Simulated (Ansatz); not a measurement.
# HgTe (model cell, started as CsCl type): phonons and vibrational spectra

Aim: the phonons of HgTe (model cell, started as CsCl type) at a cell relaxed beforehand at this level. After the zone centre comes a 4×4×4 q mesh on a 12×12×12 k mesh.

Method: DFT PBEsol, scalar-relativistic, plane waves, PAW, in Ansatz 0.2.0.

The structure was built from a prototype and need not be the compound's stable phase.

## Step 1: Set-up

Symmetry: Pm-3m, No. 221, cubic system. The conventional cell has a = 3.715 Å, b = 3.715 Å, c = 3.715 Å, α = 90.00°, β = 90.00°, γ = 90.00°. Nearest to Hg lie 8 Te at 3.22 Å. Nearest to Te lie 8 Hg at 3.22 Å. Farther neighbours and most contacts between anions are not listed.

Structure file:

```cif
data_structure
_symmetry_space_group_name_H-M 'Pm-3m'
_symmetry_Int_Tables_number 221
_cell_length_a 3.7147
_cell_length_b 3.7147
_cell_length_c 3.7147
_cell_angle_alpha 90.000
_cell_angle_beta 90.000
_cell_angle_gamma 90.000
_cell_volume 51.26
loop_
_atom_site_label
_atom_site_type_symbol
_atom_site_symmetry_multiplicity
_atom_site_Wyckoff_symbol
_atom_site_fract_x
_atom_site_fract_y
_atom_site_fract_z
_atom_site_occupancy
Hg1 Hg 1 a 0.00000 0.00000 0.00000 1
Te1 Te 1 b 0.50000 0.50000 0.50000 1
```

## Step 2: Linear response at the zone centre

The cell comes from relaxations at this level that are not shown. The zone centre comes first: it holds the modes that light can see, as far as symmetry allows. No field response is asked, since the mesh shows no gap.

input.yaml reads:

```yaml
crystal:
  lattice:
    - [3.714676907, 0.0, 0.0]
    - [0.0, 3.714676907, 0.0]
    - [0.0, 0.0, 3.714676907]
  atoms:
    - { symbol: Hg, position: [0.0, 0.0, 0.0] }
    - { symbol: Te, position: [0.5, 0.5, 0.5] }
kpoints:
  mp_grid: { grid: [12, 12, 12] }
hamiltonian:
  xc: pbesol
scf:
  occupations: { method: methfessel_paxton, width: 0.15 }
output:
  eigenvalues: true
phonons:
  method: dfpt
```

Launch:

```console
> ansatz run input.yaml --threads 4 --pin off --max-ram 7168MiB --backend cpu --events-out ev --progress --plain --runs-dir out
```

Numbers of over 12 decimals in the logs are rounded to 6 here.

The program printed:

```text
Engine: ansatz 0.2.0, aarch64-unknown-linux-gnu
Pseudopotentials: kind: paw
Pseudopotential: Hg, paw, valence charge 20, recommended cutoff 420 eV (normal), Hg.paw.azcp
Pseudopotential: Te, paw, valence charge 16, recommended cutoff 420 eV (normal), Te.paw.azcp
Functional definition: PBEsol
  exchange = pbesol_x
  correlation = pbesol_c
Crystal: 2 atoms, lattice volume = 51.258 Å³
Basis set: ecut = 420 eV, 1021 PW (Γ), exchange–correlation on 50×50×50 points (8 copies of the dense FFT grid, shifted against one another)
Bands: 22, of which v1, the nominal top of the filled ones, is band 18 counted from 1 (17 counted from 0)
Symmetry: 48 space group operations
k-points: 196 of 1728 (irreducible under 8 space group operations, time reversal used)
Non-local potential: Hg, projectors of the file, l = 0: 3, l = 1: 2, l = 2: 2, l = 3: 1
Non-local potential: Te, projectors of the file, l = 0: 2, l = 1: 2, l = 2: 2, l = 3: 2
PAW form: soft (Blöchl's): semilocal exchange-correlation on the pseudo side does not see the compensation charge
PAW frozen core: Hg, regenerated for the run's functional, and the local potential with it (the file was generated under x = pbe(κ = 0.804, μ = 0.219515), c = pbe(β = 0.066725))
PAW frozen core: Te, regenerated for the run's functional, and the local potential with it (the file was generated under x = pbe(κ = 0.804, μ = 0.219515), c = pbe(β = 0.066725))
PAW one-centre angular grid: Hg, 590 points (default); XC on 64 Gauss nodes
PAW one-centre angular grid: Te, 590 points (default); XC on 64 Gauss nodes
Initial density: superposition of atomic densities (neutral atoms: chi_scale 0, normalization atom), corrected by the library's trained network
Initial wavefunctions: pseudopotential atomic-orbital guess
Functional: x = pbesol(κ = 0.804, μ = 0.123457), c = pbesol(β = 0.046)
SCF iter   1: F=—  HF=-20569.127322 eV  |F-HF|=—  |Δ(HF+E_count)|=         —  Δρ=2.81e-3  dr2=3.74e-3  ethr=1.77e-3  ⟨swp⟩=5.5  Hψ=18751  notcnv=0
preconditioner: auto → Kerker (q_TF=auto, 2.572 Å⁻¹)  [metal: Δε(μ)=0.021 eV  Ē_g=10.200 eV  σ=0.150 eV  W_gap=0.12  n_scr=18 (ndim 8)  ℏωp=22.0 eV  f_vac=0.000  D(μ)=1.35/eV (n_scr^D=6)]
SCF iter   2: F=—  HF=-20569.126004 eV  |F-HF|=—  |Δ(HF+E_count)|=   1.32e-3  S|Δr|=    0.00e0  Δρ=1.18e-3  dr2=6.30e-4  ethr=1.04e-5  ⟨swp⟩=3.0  Hψ=10563  notcnv=0
SCF iter   3: F=—  HF=-20569.125845 eV  |F-HF|=—  |Δ(HF+E_count)|=   1.60e-4  S|Δr|=    0.00e0  Δρ=3.63e-4  dr2=3.77e-5  ethr=1.75e-6  ⟨swp⟩=2.5  Hψ=7058  notcnv=0
SCF iter   4: F=—  HF=-20569.125849 eV  |F-HF|=—  |Δ(HF+E_count)|=   4.50e-6  S|Δr|=    0.00e0  Δρ=5.21e-5  dr2=1.04e-6  ethr=1.05e-7  ⟨swp⟩=2.0  Hψ=7590  notcnv=0
SCF iter   5: F=—  HF=-20569.125853 eV  |F-HF|=—  |Δ(HF+E_count)|=   3.49e-6  S|Δr|=    0.00e0  Δρ=2.22e-5  dr2=2.72e-7  ethr=2.90e-9  ⟨swp⟩=2.0  Hψ=5871  notcnv=0
SCF iter   6: F=—  HF=-20569.125853 eV  |F-HF|=—  |Δ(HF+E_count)|=   4.77e-9  S|Δr|=    0.00e0  Δρ=5.52e-6  dr2=1.67e-8  ethr=7.56e-10  ⟨swp⟩=2.0  Hψ=6003  notcnv=0
SCF iter   7: F=—  HF=-20569.125853 eV  |F-HF|=—  |Δ(HF+E_count)|=   2.87e-9  S|Δr|=    0.00e0  Δρ=1.26e-6  dr2=6.95e-10  ethr=4.63e-11  ⟨swp⟩=2.9  Hψ=8185  notcnv=0
SCF iter   8: F=—  HF=-20569.125853 eV  |F-HF|=—  |Δ(HF+E_count)|=  5.82e-11  S|Δr|=    0.00e0  Δρ=2.30e-7  dr2=3.47e-11  ethr=1.93e-12  ⟨swp⟩=2.0  Hψ=6341  notcnv=0
SCF iter   9: F=-20569.125853 eV  HF=-20569.125853 eV  |F-HF|=0.00e0  |Δ(HF+E_count)|=  7.28e-12  S|Δr|=    0.00e0  Δρ=2.72e-8  dr2=4.82e-13  ethr=1.00e-12  ⟨swp⟩=6.1  Hψ=19295  notcnv=0
SCF 1 converged in 9 iterations: F = -20569.125853 eV  dr2 = 4.82e-13
  greatest PAW one-centre occupation: 1.000 electrons in one spin orbital (limit 2), on the Hg atom at site 0 (counted from 0), in its partial waves of l = 0
DFPT response loops at Γ: preconditioner auto → Kerker (q_TF=auto, 2.572 Å⁻¹) (partly filled bands, converged f_vac=0.000); β = 1.00, the filter's whole step (`scf.mixing.beta` (0.50) is not read by the response loops under this deck's `scf.mixing.preconditioner`; to damp them name `kerker` or `kerker_dos`, under which they read `scf.mixing.beta`, and type it under 1.00, their step now; both keys bind the ground state too); Broyden in place of MSR1
SCF converged after 9 iterations
Stability not checked: this state was not tested for a lower state beside it, because cold or Methfessel-Paxton smearing, or corrected tetrahedra, fill the levels in a way that the test cannot read (fill_not_monotonic; see scf.lower_state_search)
Free energy (F): -20569.125853 eV
Harris-Foulkes:  -20569.125853 eV  (|F-HF|=0.00e0)
Internal energy: -20569.126691 eV  (E = F + TS)
E sigma→0 (E₀):  -20569.126062 eV
Entropy (-TS):   0.000839 eV (0.419 meV/atom)
Fermi energy:    12.775975 eV
--- Per-component energies (eV) ---
  E_band       = -619.293200
  E_kinetic    = 785.279465
  E_local      = -3604.086926  (includes V_loc(G=0)·N_el)
  E_nonlocal   = -231.525324
  E_hartree    = 1810.756539
  E_xc         = -342.488021
  E_vxc        = -366.046677  (∫ρ·V_xc dr)
  E_paw        = -14385.475757  (= ΣΔE_a)
  E_vpaw       = -824.427503  (= ΣTr[D̂ρ^β])
  E_aug_tail   = 0.000705  (compensation charges beyond the density's cutoff)
  E_ewald      = -4602.290839
  E_core_change = 0.703466  (= ΣΔE_core)
  E_smearing   = 0.000839  (= −TS)
  E_closure    = -0.000000  (closes the sum)
  Σ components = -20569.125853   (vs F -20569.125853, Δ=0.00e0)
--- Band table (eV; the first three rows and the last of 196) ---
  k-point 0: bands = [... 14 lower, 6.5572, 10.7277, 11.7775, 11.7775, 11.7775, 18.4281, 18.4281, 22.9161]
  k-point 1: bands = [... 14 lower, 6.5585, 10.0609, 11.8724, 11.8724, 12.2928, 18.4366, 18.7512, 22.4022]
  k-point 2: bands = [... 14 lower, 6.5620, 9.0383, 12.1418, 12.1418, 12.9554, 18.4610, 19.4428, 21.5121]
  k-point 195: bands = [... 14 lower, 6.8403, 11.2522, 11.2522, 11.2522, 11.7147, 13.7642, 13.7642, 13.7642]
--- Phonons (Γ-DFPT): 2 representative perturbations + reference, on 196 of 1728 k-points (Σ response iterations 6) ---
  k mesh reduced under 8 symmetry operations, with k and −k counted as one. Each operation leaves every solved perturbation unchanged. A smaller set is not used because it would not reduce the number of displacements times k-points to solve
  ASR residual: 7.019e-5 → 0.000e0 eV/Å²; symmetrization residual: 3.922e-5 eV/Å²
  ASR residual per site (eV/Å²): 2.11e-5 7.02e-5
  Γ frequencies (cm⁻¹): 0.00 0.00 0.00 63.43 63.43 63.43
  non-analytic LO–TO correction: not included (Born effective charges unavailable; polar crystals: no LO–TO splitting at Γ)
```

The job ended after 15 s (4 threads of Arm Neoverse V2, shared host; peak memory 0.84 GiB; 55 s of CPU time).

Numbers from this step:

| Property | Result |
| --- | --- |
| volume per atom | 25.63 Å³ |
| gap on the k-mesh | 0 eV |
| sum-rule residual before enforcement | 7.02e-5 eV/Å² |
| point group | m-3m |
| highest optical mode at the zone centre (no LO-TO term) | 63.43 cm⁻¹ |
| lowest optical zone-centre mode | 63.43 cm⁻¹ |

Patterns of degenerate modes are one choice out of their space. The modes at Γ (shares of kinetic energy by element, %):

```csv
mode,frequency (cm⁻¹),symmetry,Hg %,Te %
1,0.0,acoustic,61,39
2,0.0,acoustic,61,39
3,0.0,acoustic,61,39
4,63.4,T1u,39,61
5,63.4,T1u,39,61
6,63.4,T1u,39,61
```

Displacements in mode 6 (63.4 cm⁻¹), the largest set to 1:
```
Hg1  0.00  0.00 -0.64
Te2  0.00  0.00  1.00
```

Before it was imposed, the acoustic sum rule was missed by 7.0e-5 eV/Å². Small misses are needed for a sound result but don't prove that mesh and cutoff are converged. The lowest optical mode is real, 63.4 cm⁻¹.

## Step 3: Response at finite wavevector

Stability and thermal properties need the whole zone. Linear response on a 4×4×4 q mesh gives force constants as far as a supercell of that size would.

input.yaml, as its differences from that of step 2:

```diff
@@ -18 +18,8 @@
   method: dfpt
+  qmesh: [4, 4, 4]
+  temperatures: { t_max: 1000, t_step: 50 }
+  qpath:
+    path:
+      - [[0.0, 0.0, 0.0], [0.0, 0.5, 0.0], [0.5, 0.5, 0.0], [0.0, 0.0, 0.0], [0.5, 0.5, 0.5], [0.0, 0.5, 0.0]]
+      - [[0.5, 0.5, 0.5], [0.5, 0.5, 0.0]]
+    npoints: 10
```

The program printed:

```text
[...]
Crystal: 2 atoms, lattice volume = 51.258 Å³
Basis set: ecut = 420 eV, 1021 PW (Γ), exchange–correlation on 50×50×50 points (8 copies of the dense FFT grid, shifted against one another)
Bands: 22, of which v1, the nominal top of the filled ones, is band 18 counted from 1 (17 counted from 0)
Symmetry: 48 space group operations
k-points: 84 of 1728
[...]
SCF iter   1: F=—  HF=-20569.127339 eV  |F-HF|=—  |Δ(HF+E_count)|=         —  Δρ=2.81e-3  dr2=3.74e-3  ethr=1.77e-3  ⟨swp⟩=5.7  Hψ=8118  notcnv=0
[...]
SCF iter   9: F=-20569.125853 eV  HF=-20569.125853 eV  |F-HF|=3.64e-12  |Δ(HF+E_count)|=    0.00e0  S|Δr|=    0.00e0  Δρ=2.72e-8  dr2=4.89e-13  ethr=1.00e-12  ⟨swp⟩=6.2  Hψ=8313  notcnv=0
SCF 1 converged in 9 iterations: F = -20569.125853 eV  dr2 = 4.89e-13
[...]
iter 1 solved again at ethr=1.92e-9 eV; its pass at ethr=3.10e-3 eV (dr2=6.91e-7 eV) is discarded
[...]
SCF iter   2: F=-20569.125853 eV  HF=-20569.125853 eV  |F-HF|=7.28e-12  |Δ(HF+E_count)|=   2.89e-7  S|Δr|=    0.00e0  Δρ=8.28e-8  dr2=2.33e-12  ethr=1.00e-12  ⟨swp⟩=7.2  Hψ=8154  notcnv=0
SCF 2 converged in 2 iterations: F = -20569.125853 eV  dr2 = 2.33e-12
phonons: the bands overlap, so this run is a metal and interpolates without the dipole-dipole term. If the crystal is really an insulator or semiconductor, its LO-TO splitting is missing
NSCF: frozen V_eff on 84 k-points
WARN: eigensolver did not converge (k=1): 1 band(s) unlocked after 20 sweeps at ethr=1.42e-12 eV (storage-precision floor; scheduled 1.00e-12 eV) (lowest unlocked band 21, counted from 0; max residual 1.72e-4 eV among the unlocked bands, 1.72e-4 eV over every band; other slots of this pass that fall short are told together in one closing line; warning suppressed until the next SCF loop or pass starts)
WARN: eigensolver did not converge in 2 slots of this pass, the one above among them; of largest residual over every band (k=1): 1 band(s) unlocked (lowest unlocked band 21, counted from 0; max residual 1.72e-4 eV among the unlocked bands, 1.72e-4 eV over every band); of lowest unlocked band (k=1): band 21
[...]
DFPT response loops at q = (0, 0, 0) (fractional): preconditioner auto → Kerker (q_TF=auto, 2.572 Å⁻¹) (partly filled bands, converged f_vac=0.000); β = 1.00, the filter's whole step (`scf.mixing.beta` (0.50) is not read by the response loops under this deck's `scf.mixing.preconditioner`; to damp them name `kerker` or `kerker_dos`, under which they read `scf.mixing.beta`, and type it under 1.00, their step now; both keys bind the ground state too); Broyden in place of MSR1
[...]
SCF converged after 9 iterations
[...]
Free energy (F): -20569.125853 eV
[...]
Internal energy: -20569.126691 eV  (E = F + TS)
E sigma→0 (E₀):  -20569.126062 eV
Entropy (-TS):   0.000839 eV (0.419 meV/atom)
Fermi energy:    12.775975 eV
[...]
--- Band table (eV; the first three rows and the last of 84) ---
  k-point 0: bands = [... 14 lower, 6.5572, 10.7277, 11.7775, 11.7775, 11.7775, 18.4281, 18.4281, 22.9161]
  k-point 1: bands = [... 14 lower, 6.5585, 10.0609, 11.8724, 11.8724, 12.2928, 18.4366, 18.7512, 22.4022]
  k-point 2: bands = [... 14 lower, 6.5620, 9.0383, 12.1418, 12.1418, 12.9554, 18.4610, 19.4428, 21.5121]
  k-point 83: bands = [... 14 lower, 6.8403, 11.2522, 11.2522, 11.2522, 11.7147, 13.7642, 13.7642, 13.7642]
--- Phonons (Γ-DFPT): 2 representative perturbations + reference (Σ response iterations 6) ---
  ASR residual: 5.623e-5 → 0.000e0 eV/Å²; symmetrization residual: 2.469e-5 eV/Å²
  ASR residual per site (eV/Å²): 7.87e-6 5.62e-5
  Γ frequencies (cm⁻¹): 0.00 0.00 0.00 63.43 63.43 63.43
--- Phonons (arbitrary-q DFPT): 10 irreducible q on the 4×4×4 mesh ---
  q = [0.0000, 0.0000, 0.0000] (star 1, of the zone-centre solve; hermiticity 4.28e-5, symmetrization 8.55e-11): -0.00 0.00 0.00 63.43 63.43 63.43
  q = [0.0000, 0.0000, 0.2500] (star 6, 4 solved perturbations in 1848 linear systems a pass and spin channel, the states on 588 of 1728 k-point pairs; hermiticity 1.04e-5, symmetrization 1.60e-11): -31.16 -31.16 42.03 42.56 42.56 53.67
[...]
q = [0.0000, 0.2500, -0.5000] (star 12, 6 solved perturbations on 588 of 1728 k-point pairs; hermiticity 3.56e-5, symmetrization 3.68e-13): -65.86 -21.64 24.12 35.37 70.77 79.44
[...]
sum rule: each row above includes the acoustic sum rule's correction from the zone centre's row sums; it moved no ω² by more than (0.35 cm⁻¹)²
  mesh force constants: q→R imaginary residual 4.98e-18; ASR residual 5.623e-5 → 0.000e0 eV/Å²; symmetrization residual 1.554e-15 eV/Å²
  interpolated dispersion: 62 rows × 6 modes
  density of states and harmonic sums: on the 20×20×20 q-mesh, interpolated from the force constants of a 4×4×4 supercell (no non-analytic term)
  largest difference from the sums on the solved wave vectors: F 9.01e-2 eV, S 1.13e-4 and C_V 2.31e-5 eV/K
  zero-point energy: 0.012412 eV/cell   skipped modes (ω ≤ 0): 523, of them read as no rigid motion or as one in doubt: 520 (1.891e0 modes/cell left out, lowest -78.70 cm⁻¹)   left out of the sums: 3.15e-1 of the cell's modes: C_V's classical limit lies that fraction below 3 k_B per atom; for a crystal, a wire or a layer, F and S can be off by more, and a phonons.interpolated_qmesh denser along its periods is the remedy for the sampling
```

Run time: 7.7 min. Hardware: 4 threads; peak memory 2.6 GiB.

Numbers from this step:

* sum-rule residual before enforcement: 5.62e-5 eV/Å²
* lowest frequency on the path: -78.70 cm⁻¹
* highest frequency on the path or at a solved wavevector: 90.5 cm⁻¹
* lowest mode on the q mesh (acoustic modes at Γ apart): -78.48 cm⁻¹

Frequencies (cm⁻¹) solved at each irreducible wavevector; negative means imaginary. Frequencies by wavevector, by row:

| q in reciprocal lattice units | star | mode 1 | mode 2 | mode 3 | mode 4 | mode 5 | mode 6 |
| --- | --- | --- | --- | --- | --- | --- | --- |
| 0 0 0 | 1 | 0 | 0 | 0 | 63.4 | 63.4 | 63.4 |
| 0 0 0.25 | 6 | -31.2 | -31.2 | 42 | 42.6 | 42.6 | 53.7 |
| 0 0 -0.5 | 3 | -54.7 | -54.7 | 34.6 | 34.6 | 60 | 60.1 |
| 0 0.25 0.25 | 12 | -49.7 | -46.8 | -9.7 | 36.8 | 54.2 | 72.5 |
| 0 0.25 -0.5 | 12 | -65.9 | -21.6 | 24.1 | 35.4 | 70.8 | 79.4 |
| 0 -0.5 -0.5 | 3 | -78.5 | 23.6 | 23.6 | 33.9 | 90.5 | 90.5 |
| 0.25 0.25 0.25 | 8 | -72.3 | -25 | -25 | 55.2 | 56.9 | 56.9 |
| 0.25 0.25 -0.5 | 12 | -46.6 | -28 | 6.7 | 44.4 | 63.3 | 75.7 |
| 0.25 -0.5 -0.5 | 6 | -60.9 | 32.9 | 32.9 | 43.3 | 73.7 | 73.7 |
| -0.5 -0.5 -0.5 | 1 | 54.6 | 54.6 | 54.6 | 72.3 | 72.3 | 72.3 |

[end of part 1 of 2]

[Logs are printed without paths, hosts, clocks, repeated set-up lines and the standing remarks that a program may print on its own settings, such as how far it seeks lower states.]

[Hosts, paths, dates, database ids (printed as entryN), source tags and the programs' standing remarks are cut or masked in the printed files.]
